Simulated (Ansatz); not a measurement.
## How LiF (Griceite, Fm-3m) expands on warming

Aim: the lattice, expansion, heat capacity and bulk modulus of LiF (Griceite) as it warms.

Measurements to reproduce:
- volume expansion coefficient 99.6 1e-6/K and heat capacity C_P per formula unit 42 J/mol/K near room temperature (given in “High-Throughput Prediction of Finite-Temperature Properties using the Quasi-Harmonic Approximation”, 2016, arXiv:1603.06924)
- volume expansion coefficient 106.5 1e-6/K near room temperature (given in “Descriptors for thermal expansion in solids”, 2017, arXiv:1701.03966)

Program: Ansatz 0.2.0. Level of theory: DFT PBE, scalar-relativistic, plane waves, PAW, in the first sound run; inputs show where later runs differ. Results are calculated unless marked as measured.

### Step 1. The structure

The structure is cubic, space group Fm-3m (No. 225). Conventional cell: a = 4.028 Å, b = 4.028 Å, c = 4.028 Å, α = 90.00°, β = 90.00°, γ = 90.00°. Nearest to Li lie 6 F at 2.01 Å. Nearest to F lie 6 Li at 2.01 Å. Farther neighbours and most contacts between anions are not listed.

### Step 2. Probe on a coarse mesh

Before spending time, one coarse run tells the gap and the pressure of the starting cell.

Input file input.yaml:

```yaml
crystal:
  lattice:
    - [0.0, 2.014, 2.014]
    - [2.014, 0.0, 2.014]
    - [2.014, 2.014, 0.0]
  atoms:
    - { symbol: Li, position: [0.0, 0.0, 0.0] }
    - { symbol: F, position: [0.5, 0.5, 0.5] }
kpoints:
  mp_grid: { grid: [8, 8, 8] }
hamiltonian:
  xc: pbe
scf:
  occupations: { method: gaussian, width: 0.1 }
output:
  forces: true
  stress: true
  eigenvalues: true
```

Started as:

```console
$ ansatz run input.yaml --threads 4 --pin off --max-ram 16384MiB --backend cpu --events-out ev --progress --plain --runs-dir out
```

Numbers of over 12 decimals in the logs are rounded to 6 here.

What it wrote:

```text
Engine: ansatz 0.2.0, x86_64-unknown-linux-gnu
Pseudopotentials: kind: paw
Pseudopotential: Li, paw, valence charge 3, recommended cutoff 420 eV (normal), Li.paw.azcp
Pseudopotential: F, paw, valence charge 7, recommended cutoff 420 eV (normal), F.paw.azcp
Functional definition: PBE
  parameter kappa = 0.804
  parameter beta = 0.066725
  exchange = pbe_x(kappa = kappa, mu = beta*pi^2/3)
  correlation = pbe_c(beta = beta)
Crystal: 2 atoms, lattice volume = 16.338 Å³
Basis set: ecut = 420 eV, 331 PW (Γ), exchange–correlation on 40×40×40 points (8 copies of the dense FFT grid, shifted against one another)
Bands: 9, of which v1, the nominal top of the filled ones, is band 5 counted from 1 (4 counted from 0)
Symmetry: 48 space group operations
Space group: Fm-3m (ITA 225), of the structure as read, at distance tolerance 2.5e-5 Å
k-points: 29 of 512
Non-local potential: Li, projectors of the file, l = 0: 3, l = 1: 2, l = 2: 1
Non-local potential: F, projectors of the file, l = 0: 2, l = 1: 2, l = 2: 1
PAW form: soft (Blöchl's): semilocal exchange-correlation on the pseudo side does not see the compensation charge
PAW one-centre angular grid: Li, 110 points (default); XC on 64 Gauss nodes
PAW one-centre angular grid: F, 110 points (default); XC on 64 Gauss nodes
Initial density: superposition of atomic densities (neutral atoms: chi_scale 0, normalization atom), corrected by the library's trained network
Initial wavefunctions: pseudopotential atomic-orbital guess
Functional: x = pbe(κ = 0.804, μ = 0.219515), c = pbe(β = 0.066725)
SCF iter   1: F=—  HF=-1016.167436 eV  |F-HF|=—  |Δ(HF+E_count)|=         —  Δρ=5.66e-4  dr2=1.32e-5  ethr=1.77e-3  ⟨swp⟩=5.0  Hψ=1575  notcnv=0
preconditioner: auto → none  [insulator: Δε(μ)=9.078 eV  Ē_g=22.683 eV  σ=0.100 eV  W_gap=1.00  n_scr=0 (ndim 8)  ℏωp=26.0 eV  f_vac=0.000  D(μ)=0.00/eV (n_scr^D=0)  ε∞_Penn≈2.3]
SCF iter   2: F=—  HF=-1016.167458 eV  |F-HF|=—  |Δ(HF+E_count)|=   2.19e-5  Δρ=7.60e-4  dr2=5.61e-5  ethr=1.32e-7  ⟨swp⟩=2.0  Hψ=610  notcnv=0
SCF iter   3: F=—  HF=-1016.167457 eV  |F-HF|=—  |Δ(HF+E_count)|=   4.56e-7  Δρ=3.75e-4  dr2=1.25e-5  ethr=1.32e-7  ⟨swp⟩=2.3  Hψ=352  notcnv=0
SCF iter   4: F=—  HF=-1016.167483 eV  |F-HF|=—  |Δ(HF+E_count)|=   2.55e-5  Δρ=2.48e-4  dr2=6.36e-6  ethr=1.25e-7  ⟨swp⟩=2.0  Hψ=377  notcnv=0
SCF iter   5: F=—  HF=-1016.167482 eV  |F-HF|=—  |Δ(HF+E_count)|=   1.17e-6  Δρ=1.42e-4  dr2=2.16e-6  ethr=6.36e-8  ⟨swp⟩=1.0  Hψ=261  notcnv=0
SCF iter   6: F=—  HF=-1016.167481 eV  |F-HF|=—  |Δ(HF+E_count)|=   5.47e-7  Δρ=5.69e-5  dr2=3.49e-7  ethr=2.16e-8  ⟨swp⟩=1.6  Hψ=306  notcnv=0
SCF iter   7: F=-1016.167481 eV  HF=-1016.167481 eV  |F-HF|=1.42e-8  |Δ(HF+E_count)|=   1.03e-7  Δρ=1.23e-5  dr2=1.64e-8  ethr=1.00e-9  ⟨swp⟩=2.1  Hψ=880  notcnv=0
SCF 1 converged in 7 iterations: F = -1016.167481 eV  dr2 = 1.64e-8
  greatest PAW one-centre occupation: 1.000 electrons in one spin orbital (limit 2), on the Li atom at site 0 (counted from 0), in its partial waves of l = 0
SCF converged after 7 iterations
Free energy (F): -1016.167481 eV
Harris-Foulkes:  -1016.167481 eV  (|F-HF|=1.42e-8)
Internal energy: -1016.167481 eV  (E = F + TS)
E sigma→0 (E₀):  -1016.167481 eV
Fermi energy:    5.543112 eV
--- Per-component energies (eV) ---
  E_band       = -117.692902
  E_kinetic    = 230.623514
  E_local      = -640.972152  (includes V_loc(G=0)·N_el)
  E_nonlocal   = 40.377883
  E_hartree    = 224.578146
  E_xc         = -91.834848
  E_vxc        = -117.802055  (∫ρ·V_xc dr)
  E_paw        = -221.812555  (= ΣΔE_a)
  E_vpaw       = -79.075075  (= ΣTr[D̂ρ^β])
  E_aug_tail   = 0.002217  (compensation charges beyond the density's cutoff)
  E_ewald      = -557.129686
  E_smearing   = -0.000000  (= −TS)
  E_closure    = -0.000000  (closes the sum)
  Σ components = -1016.167481   (vs F -1016.167481, Δ=0.00e0)
--- Forces (eV/Å), atoms counted from 1 ---
  atom   1  Li    -0.00000000     0.00000000     0.00000000
  atom   2  F      0.00000000    -0.00000000     0.00000000
  max |Σ_I F_I| component: 4.28e-29 eV/Å
--- Stress (GPa, compression-positive) ---
        2.117371       0.000000      -0.000000
        0.000000       2.117371       0.000000
       -0.000000       0.000000       2.117371
  P = ⅓ Tr σ = 2.1174 GPa (21.174 kbar)
--- Band table (eV; the first three rows and the last of 29) ---
  k-point 0: bands = ["-39.8902", "-18.9696", "0.9979", "0.9979", "0.9979", "10.0871", "24.9531", "24.9531", "24.9531"]
  k-point 1: bands = ["-39.8817", "-18.9102", "0.5635", "0.9634", "0.9634", "10.5269", "21.5985", "23.3338", "23.3338"]
  k-point 2: bands = ["-39.8611", "-18.7617", "-0.3698", "0.8820", "0.8820", "11.3525", "18.9536", "21.5574", "21.5574"]
  k-point 28: bands = ["-39.8159", "-18.3006", "-1.0725", "-1.0725", "0.2033", "16.0647", "16.0647", "18.4456", "20.2546"]
```

Elapsed: 1.4 s, on 4 threads of Intel Xeon Platinum 8375C at 2.90GHz (Ice Lake), shared host; peak memory 0.3 GiB.

The column dr2 measures how far the density is from self-consistency, as an energy; F and HF (Harris–Foulkes) agree once it is small.

Numbers from this step:

* pressure: 2.117 GPa
* gap on the k-mesh: 9.089 eV
* volume per atom: 8.169 Å³

The start is under 2.1 GPa at this level and looks like an insulator or semiconductor on this mesh.

### Step 3. Finding the static equilibrium

The vibrations must be taken about the equilibrium of this functional, not about the starting cell, so the structure is relaxed.

input.yaml, the sections that differ from step 2:

```yaml
kpoints:
  mp_grid: { grid: [10, 10, 10] }
scf:
  occupations: { method: gaussian, width: 0.02 }
output:
  forces: true
  stress: true
  eigenvalues: true
  write_density: true
  write_potential: true
  elf: true
  volumetric_format: npy
relax:
  adjacent_minimum: "off"
  f_tol: 0.005
  max_steps: 80
  cell: { stress_tol: 0.05 }
# crystal, hamiltonian: as in step 2
```

What it wrote:

```text
[...]
Crystal: 2 atoms, lattice volume = 16.338 Å³
Basis set: ecut = 420 eV, 331 PW (Γ), exchange–correlation on 40×40×40 points (8 copies of the dense FFT grid, shifted against one another)
Bands: 9, of which v1, the nominal top of the filled ones, is band 5 counted from 1 (4 counted from 0)
Symmetry: 48 space group operations
[...]
k-points: 47 of 1000
[...]
SCF iter   1: F=—  HF=-1016.167536 eV  |F-HF|=—  |Δ(HF+E_count)|=         —  Δρ=5.45e-4  dr2=1.04e-5  ethr=1.77e-3  ⟨swp⟩=5.8  Hψ=2657  notcnv=0
[...]
SCF iter   7: F=-1016.167588 eV  HF=-1016.167588 eV  |F-HF|=2.27e-8  |Δ(HF+E_count)|=   1.19e-7  Δρ=1.56e-5  dr2=2.64e-8  ethr=1.00e-9  ⟨swp⟩=4.1  Hψ=1909  notcnv=0
SCF 1 converged in 7 iterations: F = -1016.167588 eV  dr2 = 2.64e-8
[...]
relax step   1: F+E_penalty+E_count = -1016.16758781 eV  Δ(F+E_penalty+E_count) = +0.000e0 eV  max|allowed force component| = 8.566e-29 eV/Å  Δτ_max = 0.0000 Å  P = +2.120 GPa  Ω = 16.338 Å³  (7 SCF iters, dr2 threshold 1.00e-7 eV, accepted)
Crystal: 2 atoms, lattice volume = 16.486 Å³
[...]
iter 1 solved again at ethr=2.75e-7 eV; its pass at ethr=3.10e-3 eV (dr2=2.75e-5 eV) is discarded
[...]
SCF iter   4: F=-1016.168560 eV  HF=-1016.168560 eV  |F-HF|=1.26e-8  |Δ(HF+E_count)|=   1.77e-7  Δρ=1.16e-5  dr2=1.29e-8  ethr=2.00e-9  ⟨swp⟩=4.8  Hψ=1947  notcnv=0
SCF 2 converged in 4 iterations: F = -1016.168560 eV  dr2 = 1.29e-8
relax step   2: F+E_penalty+E_count = -1016.16855967 eV  Δ(F+E_penalty+E_count) = -9.719e-4 eV  max|allowed force component| = 7.437e-30 eV/Å  Δτ_max = 0.0000 Å  P = +1.366 GPa  Ω = 16.486 Å³  energy of the carried Pulay correction = -6.324e-4 eV  (4 SCF iters, dr2 threshold 2.00e-7 eV, accepted)
Crystal: 2 atoms, lattice volume = 16.760 Å³
[...]
SCF iter   4: F=-1016.168576 eV  HF=-1016.168576 eV  |F-HF|=4.79e-8  |Δ(HF+E_count)|=   4.26e-7  Δρ=2.09e-5  dr2=3.95e-8  ethr=2.00e-9  ⟨swp⟩=5.0  Hψ=2070  notcnv=0
SCF 3 converged in 4 iterations: F = -1016.168576 eV  dr2 = 3.95e-8
relax step   3: F+E_penalty+E_count = -1016.16857590 eV  Δ(F+E_penalty+E_count) = -1.623e-5 eV  max|allowed force component| = 7.963e-30 eV/Å  Δτ_max = 0.0000 Å  P = +0.023 GPa  Ω = 16.760 Å³  energy of the carried Pulay correction = -1.792e-3 eV  (4 SCF iters, dr2 threshold 2.00e-7 eV, accepted)
[...]
relax step   4: F+E_penalty+E_count = -1016.17054520 eV  Δ(F+E_penalty+E_count) = -1.969e-3 eV  max|allowed force component| = 7.954e-30 eV/Å  Δτ_max = 0.0000 Å  P = +0.280 GPa  Ω = 16.760 Å³  stress off target by 2.80e-1 GPa  SCF on the basis re-selected at this cell (its energy is not comparable with the rows above)  (6 SCF iters)
[...]
relax step   5: F+E_penalty+E_count = -1016.17034899 eV  Δ(F+E_penalty+E_count) = +1.962e-4 eV  max|allowed force component| = 7.192e-29 eV/Å  Δτ_max = 0.0000 Å  P = +0.034 GPa  Ω = 16.818 Å³  energy of the carried Pulay correction = -2.525e-4 eV  (3 SCF iters, dr2 threshold 1.97e-7 eV, accepted)
[...]
SCF iter   1: F=—  HF=-1016.170608 eV  |F-HF|=—  |Δ(HF+E_count)|=         —  Δρ=4.08e-5  dr2=1.47e-7  ethr=8.27e-7  ⟨swp⟩=2.3  Hψ=3599  notcnv=0
eigensolver tolerance schedule: the retry pair's looser diagonalisation over-reported the residual by 559.93 of it (diagonalisation noise at 0.18 of the residual, at the tolerance the schedule requests for it); recorded, not acted on — ethr = c·dr2/N_el stays at c = 1.0e-1
[...]
SCF iter   2: F=—  HF=-1016.170684 eV  |F-HF|=—  |Δ(HF+E_count)|=   7.62e-5  Δρ=2.67e-5  dr2=4.78e-8  ethr=1.47e-9  ⟨swp⟩=2.0  Hψ=658  notcnv=0
[...]
SCF iter   6: F=-1016.170684 eV  HF=-1016.170684 eV  |F-HF|=4.55e-13  |Δ(HF+E_count)|=  2.46e-11  Δρ=9.24e-8  dr2=7.32e-13  ethr=1.00e-12  ⟨swp⟩=3.0  Hψ=1650  notcnv=0
SCF 6 converged in 6 iterations: F = -1016.170684 eV  dr2 = 7.32e-13
relax step   6: F+E_penalty+E_count = -1016.17068376 eV  Δ(F+E_penalty+E_count) = -3.348e-4 eV  max|allowed force component| = 5.256e-29 eV/Å  Δτ_max = 0.0000 Å  P = +0.045 GPa  Ω = 16.818 Å³  stress off target by 4.50e-2 GPa  SCF on the basis re-selected at this cell (its energy is not comparable with the rows above)  (6 SCF iters)
[...]
SCF converged after 6 iterations
Free energy (F): -1016.170684 eV
[...]
Internal energy: -1016.170684 eV  (E = F + TS)
E sigma→0 (E₀):  -1016.170684 eV
Fermi energy:    5.186977 eV
[...]
--- Stress (GPa, compression-positive) ---
        0.044975      -0.000000      -0.000000
        0.000000       0.044975      -0.000000
       -0.000000      -0.000000       0.044975
  P = ⅓ Tr σ = 0.0450 GPa (0.450 kbar)
--- Band table (eV; the first three rows and the last of 47) ---
[...]
--- Relaxed structure (4 steps of the walk, 4 accepted, 2 SCFs on fresh bases) ---
  F+E_penalty+E_count = -1016.17068376 eV   max|allowed force component| = 5.256e-29 eV/Å   (the final SCF, on the basis selected at the relaxed cell)
  cell:  # Å, volume = 16.8184 Å³
    - [0, 2.033534, 2.033534]
    - [2.033534, 0, 2.033534]
    - [2.033534, 2.033534, 0]
  atoms:
    - { symbol: Li, position: [0, 0, 0] }
    - { symbol: F, position: [0.500000, 0.500000, 0.500000] }
```

It took 1.3 s on 4 threads; peak memory 0.32 GiB.

The steps of the relaxation:

| step | energy less that of the first step (eV) | largest force component (eV/Å) | pressure (GPa) | volume (Å³) |
| --- | --- | --- | --- | --- |
| 1 | 0.0000 | 0.0000 | 2.12 | 16.34 |
| 2 | -0.0010 | 0.0000 | 1.37 | 16.49 |
| 3 | -0.0010 | 0.0000 | 0.02 | 16.76 |
| 4* | -0.0030 | 0.0000 | 0.28 | 16.76 |
| 5 | -0.0028 | 0.0000 | 0.03 | 16.82 |
| 6* | -0.0031 | 0.0000 | 0.04 | 16.82 |

Relaxation steps marked * repeat the geometry before them on a plane-wave basis chosen anew for their cell, so energy and pressure can jump there.

Forces are held to the 48 operations that the run works with; a distortion that breaks them can't arise in this run.

| conventional cell, symmetrised | before | after | change |
| --- | --- | --- | --- |
| a (Å) | 4.028 | 4.067 | +1.0 % |
| b (Å) | 4.028 | 4.067 | +1.0 % |
| c (Å) | 4.028 | 4.067 | +1.0 % |
| volume (Å³/atom) | 8.17 | 8.41 | +2.9 % |

Final coordinates:

```
Li F
1.0
     0.00000    2.03353    2.03353
     2.03353    0.00000    2.03353
     2.03353    2.03353    0.00000
Li F
1 1
Direct
  0.00000 0.00000 0.00000
  0.50000 0.50000 0.50000
```

This step gave:

```
pressure          : 0.04498 GPa
gap on the k-mesh : 8.836 eV
volume per atom   : 8.409 Å³
```

ELF in the ac plane of the conventional cell at fractional y = 0.000, with atoms of Li and F within 0.2 Å of it. It is the smooth field of the valence electrons, not physical close to the nuclei.

Ten even steps from '0' (0.29 × 1e-1) to '9' (9.91 × 1e-1), each cell a mean:
```
96026776774028
31015777763002
00002566641000
54200122100134
77520001000467
77740167401677
57750399712676
67740289602677
77630023101577
66410000000256
21001345420012
10004677752000
74016777774016
97126765775039
```
Columns run along a (4.1 Å), rows up along c (4.1 Å), edges of the conventional cell, whose origin can differ from the input's. Atoms in or near the plane, at fractional coordinates: Li at (0.00, 0.00), Li at (0.50, 0.50), F at (0.50, 0.00), F at (0.00, 0.50).

Electrostatic potential energy in the ac plane of the conventional cell at fractional y = 0.000, with atoms of Li and F within 0.2 Å of it. With pseudopotentials it is smooth inside the atoms' cores, unlike the true potential.

Ten even steps from '_' (-40 eV) to '@' (7 eV), each cell a mean:
```
::==##@@@@==____..**@@%%**--
++**%%@@@@%%==--++@@@@@@%%**
%%@@@@@@@@@@@@%%@@@@@@@@@@%%
@@@@@@@@@@@@@@@@@@@@@@@@@@@@
++##@@@@@@%%####%%@@@@@@@@**
..--##@@@@**==--++%%@@@@++..
__..++@@%%++::..--##@@%%--__
__..**@@%%**--::==##@@@@==__
--++@@@@@@%%**++**%%@@@@%%==
%%@@@@@@@@@@%%%%@@@@@@@@@@@@
@@@@@@@@@@@@@@@@@@@@@@@@@@@@
##%%@@@@@@@@**++##@@@@@@%%##
--++%%@@@@++....--##@@@@**==
..--##@@%%--____..++@@%%++::
```
Columns run along a (4.1 Å; values clipped at the 3rd and 97th percentile), rows up along c (4.1 Å), edges of the conventional cell, whose origin can differ from the input's. Atoms in or near the plane, at fractional coordinates: Li at (0.00, 0.00), Li at (0.50, 0.50), F at (0.50, 0.00), F at (0.00, 0.50).

Valence density in the ac plane of the conventional cell at fractional y = 0.000, with atoms of Li and F within 0.2 Å of it. It is the smooth field of the valence electrons, not physical close to the nuclei.

Ten even steps from '0' (0 e/Å³) to '9' (12 e/Å³), each cell a mean:
```
41000257410002
00000022100000
00000000000000
00000000000000
10000000000001
53000012000014
95100046200027
74100024100025
21000000000002
00000000000000
00000000000000
00000011000000
20000145300001
62000279510004
```
Columns run along a (4.1 Å), rows up along c (4.1 Å), edges of the conventional cell, whose origin can differ from the input's. Atoms in or near the plane, at fractional coordinates: Li at (0.00, 0.00), Li at (0.50, 0.50), F at (0.50, 0.00), F at (0.00, 0.50).

The relaxation ends with a pressure of 0.04 GPa.

### Step 4. Tight relaxation

The thresholds are tightened for a last relaxation ahead of the phonons, and where mesh or smearing change with them the cell follows.

Input file input.yaml:

```yaml
crystal:
  lattice:
    - [0.0, 2.0335339345, 2.0335339345]
    - [2.0335339345, 0.0, 2.0335339345]
    - [2.0335339345, 2.0335339345, 0.0]
  atoms:
    - { symbol: Li, position: [0.0, 0.0, 0.0] }
    - { symbol: F, position: [0.5, 0.5, 0.5] }
kpoints:
  mp_grid: { grid: [12, 12, 12] }
hamiltonian:
  xc: pbe
scf:
  occupations: { method: fixed }
output:
  forces: true
  stress: true
  eigenvalues: true
relax:
  adjacent_minimum: "off"
  f_tol: 0.001
  max_steps: 60
  cell: { stress_tol: 0.01 }
```

What it wrote:

```text
[...]
Crystal: 2 atoms, lattice volume = 16.818 Å³
Basis set: ecut = 420 eV, 331 PW (Γ), exchange–correlation on 40×40×40 points (8 copies of the dense FFT grid, shifted against one another)
Bands: 9, of which v1, the nominal top of the filled ones, is band 5 counted from 1 (4 counted from 0)
Symmetry: 48 space group operations
[...]
k-points: 72 of 1728
[...]
P = ⅓ Tr σ = 0.0030 GPa (0.030 kbar)
--- Band table (eV; the first three rows and the last of 72) ---
[...]
--- Relaxed structure (3 steps of the walk, 3 accepted, 1 SCFs on fresh bases) ---
[...]
cell:  # Å, volume = 16.8294 Å³
    - [0, 2.033978, 2.033978]
    - [2.033978, 0, 2.033978]
    - [2.033978, 2.033978, 0]
  atoms:
    - { symbol: Li, position: [0, 0, 0] }
    - { symbol: F, position: [0.500000, 0.500000, 0.500000] }
[key lines of the parts left out:]
SCF converged after 9 iterations
Free energy (F): -1016.170770 eV
Fermi energy:    0.763849 eV
```

It took 2.3 s on 4 threads; peak memory 0.35 GiB.

Little changed from the start: no atom moved by 0.005 Å and no cell edge by 0.1 %.

This step gave:

```yaml
pressure: 0.002992 GPa
gap_on_the_k_mesh: 8.831 eV
volume_per_atom: 8.415 Å³
```

The residual pressure is 0.0030 GPa, small enough for phonons.

(Part 1 of 2 ends here.)

[Logs are printed without paths, hosts, clocks, repeated set-up lines and the standing remarks that a program may print on its own settings, such as how far it seeks lower states.]

[Hosts, paths, dates, database ids (printed as entryN), source tags and the programs' standing remarks are cut or masked in the printed files.]

[A step with changed settings may run another functional than the one named; its input shows which.]
